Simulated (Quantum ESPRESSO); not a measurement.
## MnS (Alabandite): one coupling from two orders, and a test

Can a spin model with one coupling foretell the energy of a further order of MnS (Alabandite)?

Calculated with Quantum ESPRESSO 7.5; PBE with U = 4 eV on Mn d (ortho-atomic projectors); plane waves with GBRV 1.5 PBE potentials, no spin-orbit coupling.

## Step 1: Starting point

The structure is cubic, space group Fm-3m (No. 225). The conventional cell has a = 5.224 Å, b = 5.224 Å, c = 5.224 Å, α = 90.00°, β = 90.00°, γ = 90.00°. Nearest to Mn lie 6 S at 2.61 Å. S has 6 Mn at 2.61 Å nearest. Farther neighbours and most contacts between anions are not listed.

The cell comes from the Crystallography Open Database.

## Step 2: The parallel order

All energies count from this run.

The input, pw.in:

```
&CONTROL
  calculation = 'scf'
  prefix = 'pwscf'
  outdir = './tmp'
  pseudo_dir = './pseudo'
  disk_io = 'nowf'
/
&SYSTEM
  ibrav = 0
  celldm(1) = 8
  nat = 2
  ntyp = 2
  ecutwfc = 40
  ecutrho = 280
  nbnd = 19
  occupations = 'smearing'
  smearing = 'fd'
  degauss = 0.00367493
  nspin = 2
  starting_magnetization(1) = 0.3
  starting_magnetization(2) = 0
/
&ELECTRONS
  conv_thr = 4d-09
  electron_maxstep = 150
  mixing_beta = 0.3
/
ATOMIC_SPECIES
Mn     54.9380 mn_pbe_v1.5.uspp.F.UPF
S      32.0600 s_pbe_v1.4.uspp.F.UPF
CELL_PARAMETERS alat
   0.0000000000000    0.6169483365372    0.6169483365372
   0.6169483365372    0.0000000000000    0.6169483365372
   0.6169483365372    0.6169483365372    0.0000000000000
ATOMIC_POSITIONS crystal
Mn      0.0000000000    0.0000000000    0.0000000000
S       0.5000000000    0.5000000000    0.5000000000
K_POINTS automatic
8 8 8 0 0 0
HUBBARD {ortho-atomic}
U Mn-3d 4.0000
```

On the command line:

```
$ OMP_NUM_THREADS=1 mpirun -n 4 pw.x -nk 4 -in pw.in > pw.out
```

Output:

```text
Program PWSCF v.7.5 starts
     [... lines left out ...]
     number of atoms/cell      =            2
     [... lines left out ...]
     number of electrons       =        21.00
     number of Kohn-Sham states=           19
     kinetic-energy cutoff     =      40.0000  Ry
     charge density cutoff     =     280.0000  Ry
     scf convergence threshold =      4.0E-09
     [... lines left out ...]
     48 Sym. Ops., with inversion, found
     [... lines left out ...]
     number of k points=    29  Fermi-Dirac smearing, width (Ry)=  0.0037
     [... lines left out ...]
     iteration # 11     ecut=    40.00 Ry     beta= 0.30
     [... lines left out ...]
     Magnetic moment per site  (integrated on atomic sphere of radius R)
     atom   1 (R=0.254)  charge= 13.1455  magn=  4.5142
     atom   2 (R=0.254)  charge=  4.7371  magn=  0.1119
     [... lines left out ...]
     Tr[ns(  1)] (up, down, total) =   4.97277  0.25791  5.23068
     [... lines left out ...]
     the Fermi energy is    10.4713 ev
!    total energy              =    -235.32655466 Ry
     estimated scf accuracy    <          1.3E-09 Ry
     smearing contrib. (-TS)   =      -0.00000013 Ry
     [... lines left out ...]
     total magnetization       =     5.00 Bohr mag/cell
     absolute magnetization    =     5.00 Bohr mag/cell
     convergence has been achieved in  11 iterations
   JOB DONE.
```

Elapsed: 6.6 s, on 4 MPI ranks of Intel Xeon Platinum 8488C (Sapphire Rapids), shared host; peak memory 0.35 GiB; 26 s of CPU time.

Spin moment in the atom's sphere by atom:

| atom | spin moment in the atom's sphere (μB) |
| --- | --- |
| Mn1 | 4.51 |
| S2 | 0.11 |

This step gave:

```yaml
smearing_term_ts: 1.80e-6 eV
magnetization: 5 μB
absolute_magnetization: 5 μB
final_state: ferromagnetic
```

## Step 3: The orders used for the fit

The other orders were run with the same settings, on meshes that hold the same points. Free energies are divided by the number of Mn atoms; q is in fractions of the reciprocal vectors of the first run's cell.

| order | atoms | mesh | free energy (eV) | eV per Mn | largest moment (μB) |
| --- | --- | --- | --- | --- | --- |
| F + | 2 | 8×8×8 | -3201.7809 | -3201.7809 | 4.51 |
| AF q=(0,1/2,1/2) +- | 4 | 8×4×8 | -6403.6024 | -3201.8012 | 4.49 |

## Step 4: Counting neighbours

With E = −Σ J e_i·e_j over ordered pairs of unit vectors, turning a neighbour from parallel to opposed costs 2J a Mn atom. So an order lies 2 Σ n J over the parallel one, n being the opposed neighbours in each shell.

| shell | distance (Å) | neighbours | opposed in AF q=(0,1/2,1/2) +- | opposed in AF q=(0,0,1/2) +- |
| --- | --- | --- | --- | --- |
| J1 | 3.69 | 12 | 8 | 6 |
| J2 | 5.22 | 6 | 0 | 6 |

Only J1 is kept, as an effective coupling that takes up all reversed shells.

## Step 5: Solving

```
2 × 8 × J1 = -20.3 meV    (AF q=(0,1/2,1/2) +-)
J1 = -1.27 meV
```

## Step 6: The test

The couplings now give the orders that were left out:

```
2 × 6 × (-1.27) = -15.2 meV    (AF q=(0,0,1/2) +-)
```

The runs themselves:

| order | atoms | mesh | free energy (eV) | eV per Mn | largest moment (μB) | over the parallel order (meV) | foretold (meV) |
| --- | --- | --- | --- | --- | --- | --- | --- |
| AF q=(0,0,1/2) +- | 4 | 8×8×4 | -6403.6693 | -3201.8346 | 4.43 | -53.8 | -15.2 |

## Step 7: One more shell

One way to take up the miss is the next shell. Both differences then fix both couplings, and no order is left for a test.

```
2 × 8 × J1 = -20.3 meV    (AF q=(0,1/2,1/2) +-)
2 × 6 × J1 + 2 × 6 × J2 = -53.8 meV    (AF q=(0,0,1/2) +-)
J1 = -1.27 meV
J2 = -3.21 meV
```

## Step 8: Outcome

```json
{"effective J1 (Mn–Mn at 3.69 Å)": "-1.27 meV", "largest miss on the orders left out": "39 meV", "J1 with two shells": "-1.27 meV", "J2 with two shells": "-3.21 meV"}
```

The model misses the order left out by 39 meV, 72 % of the largest energy difference, so it fails: these couplings alone don't describe the crystal. With the next shell added the couplings are J1 = -1.27 and J2 = -3.21 meV, untested. The largest moment changes by 1.8 % between the orders. Shells that were dropped are folded into the couplings or show in the miss.

[Logs and program files are shortened in this print: banners, set-up blocks, solver, clock and traceback lines can be left out without a mark of their own.]

[Logs are printed without paths, hosts, clocks, repeated set-up lines and the standing remarks that a program may print on its own settings, such as how far it seeks lower states.]

[Hosts, paths, dates, database ids (printed as entryN), source tags and the programs' standing remarks are cut or masked in the printed files.]

[Where a cell is said to come from a database of computed structures, the database is the Materials Project.]
